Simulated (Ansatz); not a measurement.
# NaTaO2, from a guessed structure to a relaxed one, part 2 of 2

This structure for NaTaO2 is made up. Its elements were placed in a known structure type with a cell scaled to their sizes. What cell does the guess relax to, and how far off was it?

Ansatz 0.2.0; DFT, PBE, plane-wave PAW, files of the set soft_1, scalar-relativistic, no spin, cell and ions relaxed at zero pressure; PAW set soft_1 (the session's first sound run).

So far: Starting point; Relaxing cell and atoms. The relaxed cell has a = 2.937, c = 17.939 Å (conventional setting).

## (3) Bands of the relaxed cell

With the geometry fixed, one more self-consistent run, with a narrower smearing and the mesh shown in its input, gives the bands, and its pressure, and its forces where symmetry allows any, show how far the geometry depends on these settings.

This step: DFT, PBE, plane-wave PAW, files of the set soft_1, scalar-relativistic, no spin, bands and density of states at the relaxed cell; PAW set soft_1 (Ansatz 0.2.0).

input.yaml

```yaml
crystal:
  lattice:
    - [1.4682739866, 0.8477083812, 5.9796048919]
    - [-1.4682739866, 0.8477083812, 5.9796048919]
    - [0.0, -1.695416763, 5.9796048918]
  atoms:
    - { symbol: Ta, position: [0.0, 0.0, 0.0] }
    - { symbol: Na, position: [0.5, 0.5, 0.5] }
    - { symbol: O, position: [0.7435382149, 0.7435382149, 0.7435382149] }
    - { symbol: O, position: [0.2564617851, 0.2564617851, 0.2564617851] }
kpoints:
  mp_grid: { grid: [12, 12, 12] }
  band_path:
    path:
      - [[0.0, 0.0, 0.0], [0.5, 0.0, 0.0], [0.5, 0.18006518, -0.18006518]]
      - [[0.81993482, 0.5, 0.18006518], [0.5, 0.5, 0.5], [0.0, 0.0, 0.0], [0.34003259, 0.0, -0.34003259]]
      - [[0.65996741, 0.34003259, 0.0], [0.5, 0.5, 0.0], [0.65996741, 0.65996741, 0.18006518], [0.5, 0.5, 0.5]]
      - [[0.5, 0.0, 0.0], [0.81993482, 0.34003259, 0.34003259]]
    npoints: 8
scf:
  occupations: { method: fermi_dirac, width: 0.03 }
  n_extra_bands: 8
hamiltonian:
  xc: pbe
  pseudopotentials: { kind: paw, azcp: { folder: soft_1 } }
output:
  forces: true
  stress: true
  write_bands: true
  dos: { projected: true }
  write_density: true
  write_potential: true
  elf: true
  volumetric_format: npy
```

Run with:

```console
ansatz run input.yaml --threads 4 --pin off --max-ram 8192MiB --backend cpu --events-out ev --progress --plain --runs-dir out
```

Numbers of over 12 decimals in the logs are rounded to 6 here.

What it wrote:

```text
[...]
Crystal: 4 atoms, lattice volume = 44.656 Å³
Basis set: ecut = 420 eV, 871 PW (Γ), FFT grids on a1−a2, a2, −a2+a3, exchange–correlation on 40×90×40 points (8 copies of the dense FFT grid, shifted against one another)
Bands: 25, of which v1, the nominal top of the filled ones, is band 17 counted from 1 (16 counted from 0)
Symmetry: 12 space group operations
[...]
k-points: 189 of 1728
[...]
SCF iter   1: F=—  HF=-12557.980570 eV  |F-HF|=—  |Δ(HF+E_count)|=         —  Δρ=8.50e-2  dr2=2.19e0  ethr=3.10e-3  ⟨swp⟩=6.0  Hψ=19320  notcnv=0
[...]
SCF iter   9: F=-12557.469822 eV  HF=-12557.469822 eV  |F-HF|=4.13e-9  |Δ(HF+E_count)|=   8.43e-8  Δρ=6.36e-6  dr2=4.39e-8  ethr=2.94e-10  ⟨swp⟩=14.0  Hψ=30107  notcnv=0
SCF 1 converged in 9 iterations: F = -12557.469822 eV  dr2 = 4.39e-8
[...]
NSCF: frozen V_eff on 76 k-points
SCF converged after 9 iterations
Free energy (F): -12557.469822 eV
[...]
Internal energy: -12557.465303 eV  (E = F + TS)
E sigma→0 (E₀):  -12557.467562 eV
Entropy (-TS):   -0.004520 eV (-1.130 meV/atom)
Fermi energy:    13.486484 eV
[...]
--- Forces (eV/Å), atoms counted from 1 ---
  atom   1  Ta    -0.00000000     0.00000000    -0.00000000
  atom   2  Na    -0.00000000     0.00000000     0.00000000
  atom   3  O      0.00000000    -0.00000000     0.04465236
  atom   4  O     -0.00000000     0.00000000    -0.04465236
  max |Σ_I F_I| component: 4.85e-29 eV/Å
--- Stress (GPa, compression-positive) ---
       -0.077615       0.000000       0.000000
        0.000000      -0.077615      -0.000000
        0.000000      -0.000000       0.459307
  P = ⅓ Tr σ = 0.1014 GPa (1.014 kbar)
--- Band table (eV; the first three rows and the last of 189) ---
  k-point 0: bands = [... 13 lower, 8.7803, 9.8705, 9.8705, 12.4754, 14.0729, 14.0729, 15.1921, 17.5658, ... 4 higher]
  k-point 1: bands = [... 13 lower, 8.9921, 9.4220, 9.7637, 12.6139, 13.8846, 14.2523, 15.5459, 17.3748, ... 4 higher]
  k-point 2: bands = [... 13 lower, 8.4148, 9.1266, 9.5323, 12.7632, 13.7012, 14.7596, 16.1794, 17.5097, ... 4 higher]
  k-point 188: bands = [... 13 lower, 8.0939, 9.8171, 9.8171, 13.2408, 14.0901, 14.0901, 16.1730, 17.3005, ... 4 higher]
```

Wall time 4.8 s (4 threads of Arm Neoverse V1, shared host); peak memory 0.47 GiB; 18 s of CPU time.

The column dr2 measures how far the density is from self-consistency, as an energy; F and HF (Harris–Foulkes) agree once it is small.

This step gave:

- free energy: -12557.4698 eV
- energy at zero smearing: -12557.4676 eV
- smearing term TS: 0.004520 eV
- Fermi energy: 13.49 eV
- pressure: 0.1014 GPa

bands.tsv at the labelled points (eV, zero at the Fermi level; the bands that come nearest the Fermi level along the path):

```tsv
point	band 14	band 15	band 16	band 17	band 18	band 19	band 20	band 21
Γ	-4.71	-3.62	-3.62	-1.01	0.59	0.59	1.71	4.08
L	-5.60	-4.98	-4.18	-1.98	3.88	4.18	4.32	5.37
B1	-5.89	-5.66	-5.10	0.67	1.03	2.55	5.04	5.14
B	-5.89	-5.66	-5.10	0.67	1.03	2.55	5.04	5.14
Z	-5.39	-3.67	-3.67	-0.25	0.60	0.60	2.69	3.81
Γ	-4.71	-3.62	-3.62	-1.01	0.59	0.59	1.71	4.08
X	-5.79	-5.75	-5.12	0.75	1.01	2.48	5.08	5.10
Q	-5.79	-5.75	-5.12	0.75	1.01	2.48	5.08	5.10
F	-5.61	-4.92	-4.18	-2.18	3.90	4.19	4.88	5.07
P1	-5.60	-4.93	-4.18	-2.14	3.81	4.17	4.59	5.37
Z	-5.39	-3.67	-3.67	-0.25	0.60	0.60	2.69	3.81
L	-5.60	-4.98	-4.18	-1.98	3.88	4.18	4.32	5.37
P	-5.60	-4.93	-4.18	-2.14	3.81	4.17	4.59	5.37
```

Counts of states for the cell as run, both spins, by energy window (eV from the Fermi level):

| from | to | total |
| --- | --- | --- |
| -8 | -7 | 1.79 |
| -7 | -6 | 3.27 |
| -6 | -5 | 3.45 |
| -5 | -4 | 3.09 |
| -4 | -3 | 0.21 |
| -3 | -2 | 0.02 |
| -2 | -1 | 0.78 |
| -1 | 0 | 1.12 |
| 0 | 1 | 1.08 |
| 1 | 2 | 0.89 |
| 2 | 3 | 0.99 |
| 3 | 4 | 2.20 |
| 4 | 5 | 2.66 |
| 5 | 6 | 1.46 |

A further 20.2 states lie below the table's range.

ELF in the ac plane of the cell as run, not the conventional one, at fractional y = 0.000, with atoms of Ta within 0.2 Å of it. It is the smooth field of the valence electrons, not physical close to the nuclei.

Ten even steps from '_' (0.01) to '@' (0.79), each cell a mean:
```
--++%%==::--==::________......**%%
%%**####::--****==..________....**
++%%%%@@++::**%%##==..________....
..--##@@%%----%%@@%%++..________..
::::::==##++::++@@@@@@++..______..
--++==::::--::::**@@@@@@++..______
::++####==::::::--##@@@@@@++..____
__--##%%%%++::::::==##@@@@%%==..__
__..==%%@@@@**--::::--**@@@@##==__
____..++@@@@@@##--::::::++%%%%**::
..____..**@@@@@@**::::::::--****==
::______::**@@@@@@++::--++--::----
..________::**@@@@%%==::##%%++::::
....________..++%%%%##::==@@@@##==
++..__________..==####==::##%%##%%
%%++....________..--++++::--%%**++
--%%++....::..______::--::..++%%--
```
Columns run along a (6.2 Å), rows up along c (6.2 Å). Atoms in or near the plane, at fractional coordinates: Ta at (0.00, 0.00).

Valence density in the ac plane of the cell as run, not the conventional one, at fractional y = 0.000, with atoms of Ta within 0.2 Å of it. It is the smooth field of the valence electrons, not physical close to the nuclei.

Ten even steps from '_' (0.0 e/Å³) to '@' (4.5 e/Å³), each cell a mean:
```
%%@@##..______________________::%%
%%@@@@++..______________________::
::**@@%%--____..__________________
__..==**==..__......______________
____..::--::__....::..____________
________......__..::::..__________
______..__________..::::..________
______......________..::::..______
________..::..________......______
________..::::..________......____
__________..::::..____..__________
____________..::::..__..::..______
______________......__..--==--..__
__________________....__::**%%++..
::______________________..==@@@@##
##::______________________..**@@@@
%%##::______________________::%%%%
```
Columns run along a (6.2 Å), rows up along c (6.2 Å). Atoms in or near the plane, at fractional coordinates: Ta at (0.00, 0.00).

Electrostatic potential energy in the ac plane of the cell as run, not the conventional one, at fractional y = 0.000, with atoms of Ta within 0.2 Å of it. With pseudopotentials it is smooth inside the atoms' cores, unlike the true potential.

Ten even steps from '0' (-48 eV) to '9' (15 eV), each cell a mean:
```
00269999999999851
10037999999999985
62015899999999998
86323689999999999
99754689889999999
99987778987999999
99998888997799999
99999998999889999
99998899999989999
99999779988899999
99999977998788999
99999997898766899
99999999898743579
89999999999852136
68999999999973002
26899999999996200
02689999999998610
```
Columns run along a (6.2 Å; values clipped at the 3rd and 97th percentile), rows up along c (6.2 Å). Atoms in or near the plane, at fractional coordinates: Ta at (0.00, 0.00).

## (4) What came out

| Quantity | Value |
| --- | --- |
| space group, relaxed | R-3m |
| conventional cell | a = 2.937, b = 2.937, c = 17.939 Å; α = 90.0°, β = 90.0°, γ = 120.0° |
| volume per atom | 11.16 Å³ (guess 10.86) |

In words: NaTaO2 relaxes to R-3m with a = 2.937, b = 2.937 and c = 17.939 Å. The guessed volume was 3 % too small. The space group R-3m was held in the relaxation, so the end point is a stationary structure within it and may be a saddle against distortions or other arrangements. Bands cross the Fermi level, so it is a metal or semimetal at this level. On the 12×12×12 mesh with the narrower smearing (relaxed on 10×10×10) the largest force component is 0.045 eV/Å and the largest stress component is 0.459 GPa, against the relaxation's thresholds of 0.015 eV/Å and 0.05 GPa. The cutoff wasn't tested. A vector of the cell changed its length by 11 %, more than the volume shows. Spin-orbit coupling is left out, which can matter for elements this heavy. No dispersion term is used, so weakly bound directions may come out too long. The runs have no spin, and magnetism wasn't tested. Nothing here tests whether the compound is stable against decomposition.

[Logs are printed without paths, hosts, clocks, repeated set-up lines and the standing remarks that a program may print on its own settings, such as how far it seeks lower states.]

[Hosts, paths, dates, database ids (printed as entryN), source tags and the programs' standing remarks are cut or masked in the printed files.]
